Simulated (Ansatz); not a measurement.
# A hypothetical structure for LiAgBr3

This structure for LiAgBr3 is made up. Its elements were placed in a known structure type with a cell scaled to their sizes. What cell does the guess relax to, and how far off was it?

Main program and level: Ansatz 0.2.0; DFT, PBEsol, plane-wave PAW, default files, scalar-relativistic, no spin, cell and ions relaxed at zero pressure, in the first sound run; inputs show where later runs differ.

**1. Starting point**

Symmetry: Cm, No. 8, monoclinic system. Conventional cell: a = 7.306 Å, b = 7.209 Å, c = 5.073 Å, α = 90.00°, β = 90.55°, γ = 90.00°. Nearest to Ag lie 6 Br at 2.49 to 2.60 Å. Br has 2 Ag at 2.54 to 2.60 Å nearest. Br has 2 Ag at 2.49 to 2.59 Å nearest. Li has 11 Br at 3.57 to 3.62 Å nearest. Farther neighbours and most contacts between anions are not listed.

**2. Relaxing cell and atoms**

The guess takes its coordinates from another compound and its volume from a rule, so the cell and any free coordinates are relaxed together.

The input, input.yaml:

```yaml
crystal:
  lattice:
    - [3.653, -3.6045, 0.0]
    - [3.653, 3.6045, 0.0]
    - [-0.048696556, 0.0, 5.072766272]
  atoms:
    - { symbol: Ag, position: [0.5011, 0.5011, 0.5187] }
    - { symbol: Br, position: [0.5017, 0.9953, 0.5022] }
    - { symbol: Br, position: [0.4971, 0.4971, 0.0087] }
    - { symbol: Br, position: [0.9953, 0.5017, 0.5022] }
    - { symbol: Li, position: [0.0052, 0.0052, 0.005] }
kpoints:
  mp_grid: { grid: [5, 5, 5] }
scf:
  occupations: { method: fermi_dirac, width: 0.05 }
hamiltonian:
  xc: pbesol
  pseudopotentials: { kind: paw }
relax:
  f_tol: 0.015
  max_steps: 70
  cell: {}
output:
  forces: true
  stress: true
```

Started as:

```console
> ansatz run input.yaml --threads 4 --pin off --max-ram 8192MiB --backend cpu --events-out ev --progress --plain --runs-dir out
```

Numbers of over 12 decimals in the logs are rounded to 6 here.

Log:

```text
Engine: ansatz 0.2.0, aarch64-unknown-linux-gnu
Pseudopotentials: kind: paw
Pseudopotential: Ag, paw, valence charge 19, recommended cutoff 420 eV (normal), Ag.paw.azcp
Pseudopotential: Br, paw, valence charge 7, recommended cutoff 420 eV (normal), Br.paw.azcp
Pseudopotential: Li, paw, valence charge 3, recommended cutoff 420 eV (normal), Li.paw.azcp
Functional definition: PBEsol
  exchange = pbesol_x
  correlation = pbesol_c
Crystal: 5 atoms, lattice volume = 133.589 Å³
Basis set: ecut = 420 eV, 2579 PW (Γ), exchange–correlation on 72×72×72 points (8 copies of the dense FFT grid, shifted against one another)
Bands: 27, of which v1, the nominal top of the filled ones, is band 22 counted from 1 (21 counted from 0)
Symmetry: 2 space group operations
Space group: Cm (ITA 8), of the structure as read, at distance tolerance 5.1e-5 Å
k-points: 39 of 125 (time reversal used)
Non-local potential: Ag, projectors of the file, l = 0: 3, l = 1: 2, l = 2: 2, l = 3: 1
Non-local potential: Br, projectors of the file, l = 0: 2, l = 1: 2, l = 2: 2
Non-local potential: Li, projectors of the file, l = 0: 3, l = 1: 2, l = 2: 1
PAW form: soft (Blöchl's): semilocal exchange-correlation on the pseudo side does not see the compensation charge
PAW frozen core: Ag, regenerated for the run's functional, and the local potential with it (the file was generated under x = pbe(κ = 0.804, μ = 0.219515), c = pbe(β = 0.066725))
PAW frozen core: Br, regenerated for the run's functional, and the local potential with it (the file was generated under x = pbe(κ = 0.804, μ = 0.219515), c = pbe(β = 0.066725))
PAW one-centre angular grid: Ag, 590 points (default); XC on 64 Gauss nodes
PAW one-centre angular grid: Br, 110 points (default); XC on 64 Gauss nodes
PAW one-centre angular grid: Li, 110 points (default); XC on 64 Gauss nodes
Initial density: superposition of atomic densities (neutral atoms: chi_scale 0, normalization atom), corrected by the library's trained network
Initial wavefunctions: pseudopotential atomic-orbital guess
Functional: x = pbesol(κ = 0.804, μ = 0.123457), c = pbesol(β = 0.046)
SCF iter   1: F=—  HF=-15937.271663 eV  |F-HF|=—  |Δ(HF+E_count)|=         —  Δρ=3.39e-3  dr2=1.42e-2  ethr=1.77e-3  ⟨swp⟩=7.5  Hψ=5370  notcnv=0
preconditioner: auto → LDOS  [metal: Δε(μ)=0.007 eV  Ē_g=10.042 eV  σ=0.050 eV  W_gap=0.03  n_scr=26 (ndim 8)  ℏωp=18.5 eV  f_vac=0.132  D(μ)=2.02/eV (n_scr^D=6)  β→1.0]
SCF iter   2: F=—  HF=-15937.270297 eV  |F-HF|=—  |Δ(HF+E_count)|=   1.37e-3  Δρ=1.90e-3  dr2=3.55e-3  ethr=3.30e-5  ⟨swp⟩=2.8  Hψ=2427  notcnv=0  defer=39
SCF iter   3: F=—  HF=-15937.269125 eV  |F-HF|=—  |Δ(HF+E_count)|=   1.17e-3  Δρ=3.04e-4  dr2=1.33e-4  ethr=8.26e-6  ⟨swp⟩=2.0  Hψ=1872  notcnv=0  defer=39
SCF iter   4: F=—  HF=-15937.269071 eV  |F-HF|=—  |Δ(HF+E_count)|=   5.41e-5  Δρ=6.24e-5  dr2=6.76e-6  ethr=3.09e-7  ⟨swp⟩=2.5  Hψ=1841  notcnv=0  defer=39
SCF iter   5: F=—  HF=-15937.269077 eV  |F-HF|=—  |Δ(HF+E_count)|=   5.46e-6  Δρ=3.33e-5  dr2=2.48e-6  ethr=1.57e-8  ⟨swp⟩=2.2  Hψ=1552  notcnv=0  defer=39
SCF iter   6: F=—  HF=-15937.269076 eV  |F-HF|=—  |Δ(HF+E_count)|=   4.94e-7  Δρ=1.78e-5  dr2=6.70e-7  ethr=5.76e-9  ⟨swp⟩=2.0  Hψ=1543  notcnv=0  defer=39
SCF iter   7: F=—  HF=-15937.269076 eV  |F-HF|=—  |Δ(HF+E_count)|=   1.60e-7  Δρ=7.20e-6  dr2=1.02e-7  ethr=1.56e-9  ⟨swp⟩=2.6  Hψ=1570  notcnv=0  defer=39
SCF iter   8: F=-15937.269076 eV  HF=-15937.269076 eV  |F-HF|=5.88e-9  |Δ(HF+E_count)|=   2.55e-8  Δρ=1.85e-6  dr2=7.03e-9  ethr=2.33e-10  ⟨swp⟩=4.6  Hψ=3456  notcnv=0
SCF 1 converged in 8 iterations: F = -15937.269076 eV  dr2 = 7.03e-9
  greatest PAW one-centre occupation: 1.001 electrons in one spin orbital (limit 2), on the Ag atom at site 0 (counted from 0), in its partial waves of l = 0
relax step   1: F+E_penalty+E_count = -15937.26907604 eV  Δ(F+E_penalty+E_count) = +0.000e0 eV  max|allowed force component| = 5.478e-1 eV/Å  Δτ_max = 0.0000 Å  P = +3.004 GPa  Ω = 133.589 Å³  (8 SCF iters, dr2 threshold 1.00e-7 eV, accepted)
Crystal: 5 atoms, lattice volume = 143.750 Å³
Basis set: ecut = 420 eV, 2825 PW (Γ), exchange–correlation on 72×72×72 points (8 copies of the dense FFT grid, shifted against one another)
Initial density: handed on by an earlier stage of this run
Initial wavefunctions: those handed on with the density
iter 1 solved again at ethr=3.03e-5 eV; its pass at ethr=3.10e-3 eV (dr2=1.30e-2 eV) is discarded
SCF iter   1: F=—  HF=-15937.377979 eV  |F-HF|=—  |Δ(HF+E_count)|=         —  Δρ=3.13e-3  dr2=1.30e-2  ethr=3.03e-5  ⟨swp⟩=2.0  Hψ=6514  notcnv=0
preconditioner: auto → LDOS  [insulator: Δε(μ)=0.790 eV  Ē_g=9.824 eV  σ=0.050 eV  W_gap=0.54  n_scr=26 (ndim 8)  ℏωp=17.8 eV  f_vac=0.151  D(μ)=2.11/eV (n_scr^D=6)  ε∞_Penn≈4.3  β→1.0]
SCF iter   2: F=—  HF=-15937.379900 eV  |F-HF|=—  |Δ(HF+E_count)|=   1.92e-3  Δρ=2.60e-3  dr2=1.75e-2  ethr=3.02e-5  ⟨swp⟩=2.5  Hψ=2085  notcnv=0
SCF iter   3: F=—  HF=-15937.374287 eV  |F-HF|=—  |Δ(HF+E_count)|=   5.61e-3  Δρ=3.00e-4  dr2=7.76e-5  ethr=3.02e-5  ⟨swp⟩=2.0  Hψ=1711  notcnv=0
SCF iter   4: F=—  HF=-15937.374274 eV  |F-HF|=—  |Δ(HF+E_count)|=   1.30e-5  Δρ=8.11e-5  dr2=1.40e-5  ethr=1.80e-7  ⟨swp⟩=2.0  Hψ=1703  notcnv=0
SCF iter   5: F=—  HF=-15937.374271 eV  |F-HF|=—  |Δ(HF+E_count)|=   2.98e-6  Δρ=3.47e-5  dr2=2.58e-6  ethr=3.25e-8  ⟨swp⟩=2.0  Hψ=1595  notcnv=0
SCF iter   6: F=-15937.374270 eV  HF=-15937.374270 eV  |F-HF|=3.87e-7  |Δ(HF+E_count)|=   4.36e-7  Δρ=1.44e-5  dr2=4.55e-7  ethr=1.16e-9  ⟨swp⟩=5.0  Hψ=4043  notcnv=0
SCF 2 converged in 6 iterations: F = -15937.374270 eV  dr2 = 4.55e-7
relax step   2: F+E_penalty+E_count = -15937.37426975 eV  Δ(F+E_penalty+E_count) = -1.052e-1 eV  max|allowed force component| = 1.524e-1 eV/Å  Δτ_max = 0.0413 Å  P = -0.118 GPa  Ω = 143.750 Å³  energy of the carried Pulay correction = -1.194e-3 eV  (6 SCF iters, dr2 threshold 5.00e-7 eV, accepted)
Crystal: 5 atoms, lattice volume = 143.726 Å³
Basis set: ecut = 420 eV, 2821 PW (Γ), exchange–correlation on 72×72×72 points (8 copies of the dense FFT grid, shifted against one another)
iter 1 solved again at ethr=1.59e-5 eV; its pass at ethr=3.10e-3 eV (dr2=6.82e-3 eV) is discarded
SCF iter   1: F=—  HF=-15937.383603 eV  |F-HF|=—  |Δ(HF+E_count)|=         —  Δρ=2.56e-3  dr2=7.90e-3  ethr=1.59e-5  ⟨swp⟩=2.1  Hψ=5475  notcnv=0
preconditioner: auto → LDOS  [insulator: Δε(μ)=0.811 eV  Ē_g=9.820 eV  σ=0.050 eV  W_gap=0.57  n_scr=26 (ndim 8)  ℏωp=17.8 eV  f_vac=0.151  D(μ)=2.12/eV (n_scr^D=6)  ε∞_Penn≈4.3  β→1.0]
SCF iter   2: F=—  HF=-15937.386221 eV  |F-HF|=—  |Δ(HF+E_count)|=   2.62e-3  Δρ=2.00e-3  dr2=1.09e-2  ethr=1.59e-5  ⟨swp⟩=2.2  Hψ=2076  notcnv=0
SCF iter   3: F=—  HF=-15937.382730 eV  |F-HF|=—  |Δ(HF+E_count)|=   3.49e-3  Δρ=2.58e-4  dr2=3.77e-5  ethr=1.59e-5  ⟨swp⟩=2.0  Hψ=1695  notcnv=0
SCF iter   4: F=—  HF=-15937.382749 eV  |F-HF|=—  |Δ(HF+E_count)|=   1.85e-5  Δρ=5.32e-5  dr2=6.08e-6  ethr=8.76e-8  ⟨swp⟩=2.0  Hψ=1698  notcnv=0
SCF iter   5: F=-15937.382748 eV  HF=-15937.382748 eV  |F-HF|=8.81e-8  |Δ(HF+E_count)|=   1.19e-6  Δρ=9.51e-6  dr2=9.76e-8  ethr=1.16e-9  ⟨swp⟩=3.9  Hψ=4558  notcnv=0
SCF 3 converged in 5 iterations: F = -15937.382748 eV  dr2 = 9.76e-8
relax step   3: F+E_penalty+E_count = -15937.38274774 eV  Δ(F+E_penalty+E_count) = -8.478e-3 eV  max|allowed force component| = 1.025e-1 eV/Å  Δτ_max = 0.0606 Å  P = -0.116 GPa  Ω = 143.726 Å³  energy of the carried Pulay correction = -1.191e-3 eV  (5 SCF iters, dr2 threshold 5.00e-7 eV, accepted)
[... from here on, the SCF cycles and remarks between the steps are left out ...]
relax step   4: F+E_penalty+E_count = -15937.42427755 eV  Δ(F+E_penalty+E_count) = -4.153e-2 eV  max|allowed force component| = 2.503e-1 eV/Å  Δτ_max = 0.1957 Å  P = -0.076 GPa  Ω = 143.667 Å³  energy of the carried Pulay correction = -1.185e-3 eV  (6 SCF iters, dr2 threshold 5.00e-7 eV, accepted)
relax step   5: F+E_penalty+E_count = -15937.50930523 eV  Δ(F+E_penalty+E_count) = -8.503e-2 eV  max|allowed force component| = 3.820e-1 eV/Å  Δτ_max = 0.1966 Å  P = -0.019 GPa  Ω = 143.724 Å³  energy of the carried Pulay correction = -1.191e-3 eV  (6 SCF iters, dr2 threshold 5.00e-7 eV, accepted)
relax step   6: F+E_penalty+E_count = -15937.62673455 eV  Δ(F+E_penalty+E_count) = -1.174e-1 eV  max|allowed force component| = 4.338e-1 eV/Å  Δτ_max = 0.1967 Å  P = +0.117 GPa  Ω = 143.827 Å³  energy of the carried Pulay correction = -1.203e-3 eV  (7 SCF iters, dr2 threshold 5.00e-7 eV, accepted)
relax step   7: F+E_penalty+E_count = -15937.74243422 eV  Δ(F+E_penalty+E_count) = -1.157e-1 eV  max|allowed force component| = 3.087e-1 eV/Å  Δτ_max = 0.1965 Å  P = +0.372 GPa  Ω = 144.110 Å³  energy of the carried Pulay correction = -1.235e-3 eV  (7 SCF iters, dr2 threshold 5.00e-7 eV, accepted)
relax step   8: F+E_penalty+E_count = -15937.84503535 eV  Δ(F+E_penalty+E_count) = -1.026e-1 eV  max|allowed force component| = 2.586e-1 eV/Å  Δτ_max = 0.1953 Å  P = +0.519 GPa  Ω = 145.386 Å³  energy of the carried Pulay correction = -1.378e-3 eV  (7 SCF iters, dr2 threshold 5.00e-7 eV, accepted)
relax step   9: F+E_penalty+E_count = -15937.91475663 eV  Δ(F+E_penalty+E_count) = -6.972e-2 eV  max|allowed force component| = 1.340e-1 eV/Å  Δτ_max = 0.1954 Å  P = +0.462 GPa  Ω = 147.152 Å³  energy of the carried Pulay correction = -1.575e-3 eV  (7 SCF iters, dr2 threshold 5.00e-7 eV, accepted)
relax step  10: F+E_penalty+E_count = -15937.93670024 eV  Δ(F+E_penalty+E_count) = -2.194e-2 eV  max|allowed force component| = 1.678e-2 eV/Å  Δτ_max = 0.1339 Å  P = -0.229 GPa  Ω = 151.001 Å³  energy of the carried Pulay correction = -1.994e-3 eV  (7 SCF iters, dr2 threshold 5.00e-7 eV, accepted)
relax step  11: F+E_penalty+E_count = -15937.93800444 eV  Δ(F+E_penalty+E_count) = -1.304e-3 eV  max|allowed force component| = 2.560e-3 eV/Å  Δτ_max = 0.0201 Å  P = +0.017 GPa  Ω = 149.767 Å³  energy of the carried Pulay correction = -1.861e-3 eV  (6 SCF iters, dr2 threshold 1.66e-7 eV, accepted)
Initial wavefunctions: pseudopotential atomic-orbital guess (no wavefunctions were taken with the density)
iter 1 solved again at ethr=5.95e-7 eV; its pass at ethr=3.10e-3 eV (dr2=2.56e-4 eV) is discarded
SCF iter   1: F=—  HF=-15937.937742 eV  |F-HF|=—  |Δ(HF+E_count)|=         —  Δρ=2.09e-4  dr2=3.52e-6  ethr=5.95e-7  ⟨swp⟩=3.9  Hψ=8394  notcnv=0
preconditioner: auto → LDOS  [insulator: Δε(μ)=0.711 eV  Ē_g=10.523 eV  σ=0.050 eV  W_gap=0.52  n_scr=26 (ndim 8)  ℏωp=17.4 eV  f_vac=0.208  D(μ)=2.10/eV (n_scr^D=6)  ε∞_Penn≈3.7  β→1.0]
SCF iter   2: F=—  HF=-15937.939453 eV  |F-HF|=—  |Δ(HF+E_count)|=   1.71e-3  Δρ=1.86e-5  dr2=4.86e-7  ethr=8.18e-9  ⟨swp⟩=3.0  Hψ=2364  notcnv=0
SCF iter   3: F=—  HF=-15937.939455 eV  |F-HF|=—  |Δ(HF+E_count)|=   1.70e-6  Δρ=7.23e-6  dr2=6.52e-8  ethr=1.13e-9  ⟨swp⟩=2.0  Hψ=1894  notcnv=0
SCF iter   4: F=—  HF=-15937.939456 eV  |F-HF|=—  |Δ(HF+E_count)|=   5.26e-7  Δρ=1.29e-6  dr2=3.32e-9  ethr=1.52e-10  ⟨swp⟩=2.0  Hψ=1894  notcnv=0
SCF iter   5: F=—  HF=-15937.939456 eV  |F-HF|=—  |Δ(HF+E_count)|=   1.78e-8  Δρ=6.90e-7  dr2=1.33e-9  ethr=7.72e-12  ⟨swp⟩=2.3  Hψ=1602  notcnv=0
SCF iter   6: F=-15937.939456 eV  HF=-15937.939456 eV  |F-HF|=3.64e-12  |Δ(HF+E_count)|=  7.49e-10  Δρ=1.32e-7  dr2=4.91e-11  ethr=1.00e-12  ⟨swp⟩=4.2  Hψ=4895  notcnv=0
SCF 12 converged in 6 iterations: F = -15937.939456 eV  dr2 = 4.91e-11
relax step  12: F+E_penalty+E_count = -15937.93945567 eV  Δ(F+E_penalty+E_count) = -1.451e-3 eV  max|allowed force component| = 2.549e-3 eV/Å  Δτ_max = 0.0000 Å  P = +0.015 GPa  Ω = 149.767 Å³  stress off target by 3.40e-2 GPa  SCF on the basis re-selected at this cell (its energy is not comparable with the rows above)  (6 SCF iters)
basis re-selected at this cell: Δ(F+E_penalty+E_count) = -1.451e-3 eV, ΔP = -0.002 GPa vs the last step (what re-selecting the basis moved, of the pressure what is left beyond the Pulay correction that the steps carried, after the strain that the cell walked since its last selection, with what the two solves' SCF thresholds leave and, on support functions, any second-order correction that the steps lacked; it is no m [...]
SCF converged after 6 iterations
Free energy (F): -15937.939456 eV
Harris-Foulkes:  -15937.939456 eV  (|F-HF|=3.64e-12)
Internal energy: -15937.923092 eV  (E = F + TS)
E sigma→0 (E₀):  -15937.931274 eV
Entropy (-TS):   -0.016364 eV (-3.273 meV/atom)
Fermi energy:    2.335925 eV
--- Per-component energies (eV) ---
  E_band       = -648.076713
  E_kinetic    = 946.953934
  E_local      = -5621.914323  (includes V_loc(G=0)·N_el)
  E_nonlocal   = 262.508970
  E_hartree    = 2389.977502
  E_xc         = -976.948694
  E_vxc        = -557.173963  (∫ρ·V_xc dr)
  E_paw        = -10463.334979  (= ΣΔE_a)
  E_vpaw       = -458.406254  (= ΣTr[D̂ρ^β])
  E_aug_tail   = 0.000296  (compensation charges beyond the density's cutoff)
  E_ewald      = -2475.765348
  E_core_change = 0.599550  (= ΣΔE_core)
  E_smearing   = -0.016364  (= −TS)
  E_closure    = 0.000000  (closes the sum)
  Σ components = -15937.939456   (vs F -15937.939456, Δ=0.00e0)
--- Forces (eV/Å), atoms counted from 1 ---
  atom   1  Ag     0.00254971     0.00000000     0.00111842
  atom   2  Br     0.00064886     0.00007821    -0.00135252
  atom   3  Br    -0.00224529    -0.00000000     0.00078518
  atom   4  Br     0.00064886    -0.00007821    -0.00135252
  atom   5  Li    -0.00159996    -0.00000000     0.00080437
  max |Σ_I F_I| component: 2.94e-6 eV/Å
--- Stress (GPa, compression-positive) ---
        0.003950       0.000000       0.008450
        0.000000       0.008752       0.000000
        0.008449       0.000000       0.031592
  P = ⅓ Tr σ = 0.0148 GPa (0.148 kbar)
--- Relaxed structure (11 steps of the walk, 11 accepted, 1 SCFs on fresh bases) ---
  F+E_penalty+E_count = -15937.93945567 eV   max|allowed force component| = 2.549e-3 eV/Å   (the final SCF, on the basis selected at the relaxed cell)
  cell:  # Å, volume = 149.7669 Å³
    - [3.828399, -3.685917, 0.113051]
    - [3.828399, 3.685917, 0.113051]
    - [0.105954, 0, 5.309812]
  atoms:
    - { symbol: Ag, position: [0.468552, 0.468552, 0.476290] }
    - { symbol: Br, position: [0.458737, 0.966949, 0.467145] }
    - { symbol: Br, position: [0.459838, 0.459838, -0.025348] }
    - { symbol: Br, position: [0.966949, 0.458737, 0.467145] }
    - { symbol: Li, position: [0.146324, 0.146324, 0.151568] }
```

Elapsed: 42 s, on 4 threads of Arm Neoverse V1, shared host; peak memory 0.62 GiB.

This run has no spin polarisation although its electron count is odd.

The steps of the relaxation:

```
step  energy less that of the first step (eV)  largest force component (eV/Å)  pressure (GPa)  volume (Å³)
   1                                   0.0000                          0.5478            3.00       133.59
   2                                  -0.1052                          0.1524           -0.12       143.75
   3                                  -0.1137                          0.1025           -0.12       143.73
   4                                  -0.1552                          0.2503           -0.08       143.67
   5                                  -0.2402                          0.3820           -0.02       143.72
   6                                  -0.3577                          0.4338            0.12       143.83
   7                                  -0.4734                          0.3087            0.37       144.11
   8                                  -0.5760                          0.2586            0.52       145.39
   9                                  -0.6457                          0.1340            0.46       147.15
  10                                  -0.6676                          0.0168           -0.23       151.00
  11                                  -0.6689                          0.0026            0.02       149.77
 12*                                  -0.6704                          0.0025            0.01       149.77
```

Relaxation steps marked * repeat the geometry before them on a plane-wave basis chosen anew for their cell, so energy and pressure can jump there.

The run keeps the 2 symmetry operations that it works with, so distortions that break them were not tested.

```
     cell as run  before  after   change
           a (Å)   5.132  5.316   +3.6 %
           b (Å)   5.132  5.316   +3.6 %
           c (Å)   5.073  5.311   +4.7 %
           α (°)   90.39  87.96   -2.7 %
           β (°)   90.39  87.96   -2.7 %
           γ (°)   89.23  87.80   -1.6 %
volume (Å³/atom)   26.72  29.95  +12.1 %
```

The atoms that moved most (Å, as changes of fractional coordinates times the final cell):

```
atom      dx      dy      dz  length
 Li5   1.096   0.000   0.810   1.363
 Br3  -0.289   0.000  -0.189   0.345
 Ag1  -0.254   0.000  -0.233   0.344
 Br2  -0.277   0.054  -0.194   0.342
 Br4  -0.277  -0.054  -0.194   0.342
```

The relaxed structure:

```cif
data_structure
_symmetry_space_group_name_H-M 'P 1'
_symmetry_Int_Tables_number 1
_cell_length_a 5.3156
_cell_length_b 5.3156
_cell_length_c 5.3109
_cell_angle_alpha 87.958
_cell_angle_beta 87.958
_cell_angle_gamma 87.802
_cell_volume 149.77
loop_
_atom_site_label
_atom_site_type_symbol
_atom_site_fract_x
_atom_site_fract_y
_atom_site_fract_z
_atom_site_occupancy
Ag1 Ag 0.46855 0.46855 0.47629 1
Br2 Br 0.45874 0.96695 0.46714 1
Br3 Br 0.45984 0.45984 0.97465 1
Br4 Br 0.96695 0.45874 0.46714 1
Li5 Li 0.14632 0.14632 0.15157 1
```

Numbers from this step:

* free energy: -15937.9395 eV
* energy at zero smearing: -15937.9313 eV
* smearing term TS: 0.01636 eV
* Fermi energy: 2.336 eV
* electrons: 43
* symmetry operations: 2
* pressure: 0.01476 GPa

The shortest distance of each pair, which need not be the same contact before and after:

```
 pair  guess (Å)  relaxed (Å)
Br–Li      3.573        2.535
Ag–Br      2.486        2.644
Ag–Li      4.368        3.080
Br–Br      3.558        3.625
Ag–Ag      5.073        5.311
```

The relaxation ends with a largest force component of 0.0025 eV/Å and a pressure of 0.01 GPa.

(Part 1 of 2 ends here.)

[Logs are printed without paths, hosts, clocks, repeated set-up lines and the standing remarks that a program may print on its own settings, such as how far it seeks lower states.]

[Hosts, paths, dates, database ids (printed as entryN), source tags and the programs' standing remarks are cut or masked in the printed files.]
